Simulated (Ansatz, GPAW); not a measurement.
# Work function of a 11-layer slab of Ir(110) at several levels, part 3 of 4

How far do functional and basis move the work function of a 11-layer slab of Ir(110)?

GPAW 26.7.0 and Ansatz 0.2.0; Ansatz plane waves; slab in vacuum with a dipole correction, relaxation (the session's first sound run).

So far, upper work function (eV): step 2 (relaxation, PBE) 4.93; step 3 (plane waves, PBE) 4.92; step 4 (self-consistent run: xc = "vdW-DF2", GPAW, PAW setups, GPAW) 5.27; step 5 (self-consistent run: xc = "revPBE") 4.78; step 6 (self-consistent run: xc = "RPBE") 4.76.

### 7. OptPBE vdW: xc = "optPBE-vdW"

Level of this step: GPAW, PAW setups; slab in vacuum (GPAW).

The same geometry under optPBE-vdW, to see how far the functional moves the levels against the vacuum (the van der Waals functionals take revPBE setups).

run.py

```python
import json
import numpy as np
from ase import Atoms
from gpaw import GPAW, PW

slab = Atoms(
    ['Ir', 'Ir', 'Ir', 'Ir', 'Ir', 'Ir', 'Ir', 'Ir', 'Ir', 'Ir', 'Ir'],
    positions=[
        [0.00000, 0.00000, 9.00000],
        [1.92000, 1.35765, 10.35765],
        [0.00000, 0.00000, 11.71529],
        [1.92000, 1.35765, 13.07294],
        [0.00000, 0.00000, 14.43058],
        [1.92000, 1.35765, 15.81445],
        [0.00000, 0.00000, 17.20994],
        [1.92000, 1.35765, 18.54780],
        [0.00000, 0.00000, 19.92365],
        [1.92000, 1.35765, 21.37071],
        [-0.00000, -0.00000, 22.56359]],
    cell=[[3.84, 0.0, 0.0], [0.0, 2.71529, 0.0], [0.0, 0.0, 31.57645]],
    pbc=[True, True, False])

slab.calc = GPAW(mode=PW(400), xc='optPBE-vdW', kpts={'size': (8, 12, 1), 'gamma': True},
                 occupations={'name': 'fermi-dirac', 'width': 0.1}, nbands='160%',
                 convergence={'density': 1e-05}, maxiter=200,
                 poissonsolver={'dipolelayer': 'xy'},
                 symmetry={'tolerance': 1e-3}, txt='slab.txt')
result = {}
energy = slab.get_potential_energy()
fermi = slab.calc.get_fermi_level()
v = slab.calc.get_electrostatic_potential().mean((0, 1)) - fermi
n = slab.calc.get_pseudo_density().mean((0, 1))
L = slab.cell[2, 2]
z = np.arange(len(v)) * L / len(v)
low, high = slab.positions[:, 2].min(), slab.positions[:, 2].max()
below, above = np.interp([low - 6.8, high + 6.8], z, v)
slopes = [np.interp(x, z, np.gradient(v, z)) for x in (low - 6.8, high + 6.8)]
eps = np.array([[slab.calc.get_eigenvalues(k, s) for k in range(len(slab.calc.get_ibz_k_points()))]
                for s in range(slab.calc.get_number_of_spins())]) - fermi
top, bottom = eps[eps < 0].max(), eps[eps > 0].min()
dipole = slab.get_dipole_moment()[2]
print(f'energy {energy:.4f} eV, Fermi level {fermi:.4f} eV, dipole {dipole:.5f} e A')
print(f'potential 6.8 A off the faces, from the Fermi level: lower {below:.4f} eV, upper {above:.4f} eV')
print(f'slope of the potential there: lower {slopes[0]:.5f}, upper {slopes[1]:.5f} eV/A')
print(f'nearest levels on the mesh: {top:.4f} and {bottom:.4f} eV')
print('magnetic moment', round(slab.get_magnetic_moment(), 3))
result.update(energy=energy, fermi=fermi, dipole=dipole, below=below, above=above, slopes=slopes, edges=[top, bottom],
              z=z.tolist(), v=v.tolist(), n=n.tolist(), positions=slab.positions.tolist(),
              forces=slab.get_forces(apply_constraint=False).tolist(), moments=slab.get_magnetic_moments().tolist())
json.dump(result, open('result.json', 'w'))
```

Command:

```bash
$ OMP_NUM_THREADS=1 OPENBLAS_NUM_THREADS=1 python run.py
```

Log:

```text
energy -278.2245 eV, Fermi level 4.2849 eV, dipole 0.00509 e A
potential 6.8 A off the faces, from the Fermi level: lower 5.2013 eV, upper 5.1141 eV
slope of the potential there: lower -0.00013, upper 0.00012 eV/A
nearest levels on the mesh: -0.0147 and 0.0135 eV
magnetic moment 0.0
```

The job ended after 63 min (1 thread of Arm Neoverse N1, shared host; peak memory 0.9 GiB).

Numbers from this step:

| Quantity | Value |
| --- | --- |
| dipole along the normal | 0.005093 e·Å |
| levels nearest the Fermi level on the mesh | -0.01474, 0.01346 eV from the Fermi level |
| upper work function | 5.114 eV |
| lower work function | 5.201 eV |

The electrostatic potential energy of an electron (without an applied field's), less the Fermi level, planar mean oscillates, so the rows of the table below give means over windows of 1.4 Å about each position, cut where the curve ends. Its maxima inside the range that stand out by 2 % of the span (Å: eV): 9.7: -10.2, 11.1: -10.8, 12.4: -10.9, 13.7: -10.8, 15.1: -10.3, 16.5: -10.1, 17.8: -11.3, 19.2: -10.4, 20.6: -9.08, 22.0: -13.9. Its minima: 9.0: -17.6, 10.3: -18.8, 11.7: -19.0, 13.1: -19.0, 14.4: -18.9, 15.8: -18.8, 17.2: -18.9, 18.6: -18.9, 19.9: -18.5, 21.4: -19.4, 22.6: -18.4.

Electrostatic potential energy of an electron (without an applied field's), less the Fermi level, planar mean against z; means over each step:

```
z (Å)  electrostatic potential energy of an electron (without an applied field's), less the Fermi level, planar mean (eV)
 0.70                                                                                                                5.20
 2.10                                                                                                                5.20
 3.50                                                                                                                5.20
 4.90                                                                                                                5.20
 6.30                                                                                                                5.12
 7.70                                                                                                                2.53
 9.10                                                                                                               -12.8
10.50                                                                                                               -14.6
11.90                                                                                                               -14.8
13.30                                                                                                               -14.8
14.70                                                                                                               -14.5
16.10                                                                                                               -14.4
17.50                                                                                                               -14.9
18.90                                                                                                               -14.6
20.30                                                                                                               -13.8
21.70                                                                                                               -16.4
23.10                                                                                                               -7.34
24.50                                                                                                                4.60
25.90                                                                                                                5.10
27.30                                                                                                                5.11
28.70                                                                                                                5.11
30.10                                                                                                                5.11
```

The upper face's work function is 5.114 eV, against 4.918 eV in the first plane-wave PBE run at this geometry.

### 8. Self-consistent run: xc = "LDA"

The same geometry under LDA, to see how far the functional moves the levels against the vacuum.

Edit run.py of step 7 so:

```diff
@@ -22,3 +22,3 @@
 
-slab.calc = GPAW(mode=PW(400), xc='optPBE-vdW', kpts={'size': (8, 12, 1), 'gamma': True},
+slab.calc = GPAW(mode=PW(400), xc='LDA', kpts={'size': (8, 12, 1), 'gamma': True},
                  occupations={'name': 'fermi-dirac', 'width': 0.1}, nbands='160%',
```

Log:

```text
energy -114.3041 eV, Fermi level 4.0483 eV, dipole 0.00516 e A
potential 6.8 A off the faces, from the Fermi level: lower 5.3656 eV, upper 5.2772 eV
slope of the potential there: lower -0.00007, upper 0.00010 eV/A
nearest levels on the mesh: -0.0126 and 0.0005 eV
magnetic moment 0.0
```

It took 82 min on 1 thread; peak memory 0.72 GiB.

Numbers from this step:

| Property | Result |
| --- | --- |
| dipole along the normal | 0.005164 e·Å |
| levels nearest the Fermi level on the mesh | -0.01263, 4.65e-4 eV from the Fermi level |
| upper work function | 5.277 eV |
| lower work function | 5.366 eV |

The electrostatic potential energy of an electron (without an applied field's), less the Fermi level, planar mean oscillates, so the rows of the table below give means over windows of 1.4 Å about each position, cut where the curve ends. Its maxima inside the range that stand out by 2 % of the span (Å: eV): 9.7: -9.83, 11.1: -10.5, 12.4: -10.6, 13.7: -10.5, 15.1: -9.94, 16.5: -9.74, 17.8: -10.9, 19.2: -10.1, 20.6: -8.74, 22.0: -13.6. Its minima: 9.0: -17.4, 10.3: -18.5, 11.7: -18.7, 13.1: -18.7, 14.4: -18.6, 15.8: -18.5, 17.2: -18.6, 18.6: -18.6, 19.9: -18.3, 21.4: -19.1, 22.6: -18.1.

Electrostatic potential energy of an electron (without an applied field's), less the Fermi level, planar mean against z; means over each step:

```
z (Å)  electrostatic potential energy of an electron (without an applied field's), less the Fermi level, planar mean (eV)
 0.70                                                                                                                5.36
 2.10                                                                                                                5.37
 3.50                                                                                                                5.37
 4.90                                                                                                                5.36
 6.30                                                                                                                5.31
 7.70                                                                                                                2.80
 9.10                                                                                                               -12.5
10.50                                                                                                               -14.3
11.90                                                                                                               -14.5
13.30                                                                                                               -14.5
14.70                                                                                                               -14.2
16.10                                                                                                               -14.1
17.50                                                                                                               -14.6
18.90                                                                                                               -14.3
20.30                                                                                                               -13.5
21.70                                                                                                               -16.1
23.10                                                                                                               -7.07
24.50                                                                                                                4.82
25.90                                                                                                                5.27
27.30                                                                                                                5.28
28.70                                                                                                                5.28
30.10                                                                                                                5.28
```

The upper face's work function is 5.277 eV, against 4.918 eV in the first plane-wave PBE run at this geometry.

### 9. Real-space grid: mode = "fd"

A real-space grid is a second complete basis, so it checks the plane-wave result.

Edit run.py of step 8 so:

```diff
@@ -3,3 +3,3 @@
 from ase import Atoms
-from gpaw import GPAW, PW
+from gpaw import GPAW
 
@@ -22,3 +22,3 @@
 
-slab.calc = GPAW(mode=PW(400), xc='LDA', kpts={'size': (8, 12, 1), 'gamma': True},
+slab.calc = GPAW(mode='fd', h=0.18, xc='PBE', kpts={'size': (8, 12, 1), 'gamma': True},
                  occupations={'name': 'fermi-dirac', 'width': 0.1}, nbands='160%',
```

Log:

```text
energy -99.6264 eV, Fermi level -4.9629 eV, dipole 0.00512 e A
potential 6.8 A off the faces, from the Fermi level: lower 5.0073 eV, upper 4.9184 eV
slope of the potential there: lower -0.00000, upper 0.00000 eV/A
nearest levels on the mesh: -0.0174 and 0.0032 eV
magnetic moment 0.0
```

Wall time 6.1 h (1 thread); peak memory 5.2 GiB.

This step gave:

```
dipole along the normal                    : 0.005120 e·Å
levels nearest the Fermi level on the mesh : -0.01741, 0.003186 eV from the Fermi level
upper work function                        : 4.918 eV
lower work function                        : 5.007 eV
```

The upper face's work function is 4.918 eV, against 4.918 eV in the first plane-wave PBE run at this geometry.

### 10. All levels side by side

Times are for 1 thread of Arm Neoverse N1, shared host. The series side by side:

```
no.         run  upper work function (eV)  lower work function (eV)    time  memory (GiB)
  1          pw                     4.918                     5.008  63 min          0.72
  2     vdW DF2                     5.270                     5.362   1.6 h           0.9
  3      revPBE                     4.778                     4.866  60 min          0.72
  4        RPBE                     4.761                     4.849  70 min          0.72
  5  optPBE vdW                     5.114                     5.201  63 min           0.9
  6         LDA                     5.277                     5.366  82 min          0.72
  7          fd                     4.918                     5.007   6.1 h           5.2
```

(Part 3 of 4 ends here.)

[Logs are printed without paths, hosts, clocks, repeated set-up lines and the standing remarks that a program may print on its own settings, such as how far it seeks lower states.]

[Hosts, paths, dates, database ids (printed as entryN), source tags and the programs' standing remarks are cut or masked in the printed files.]
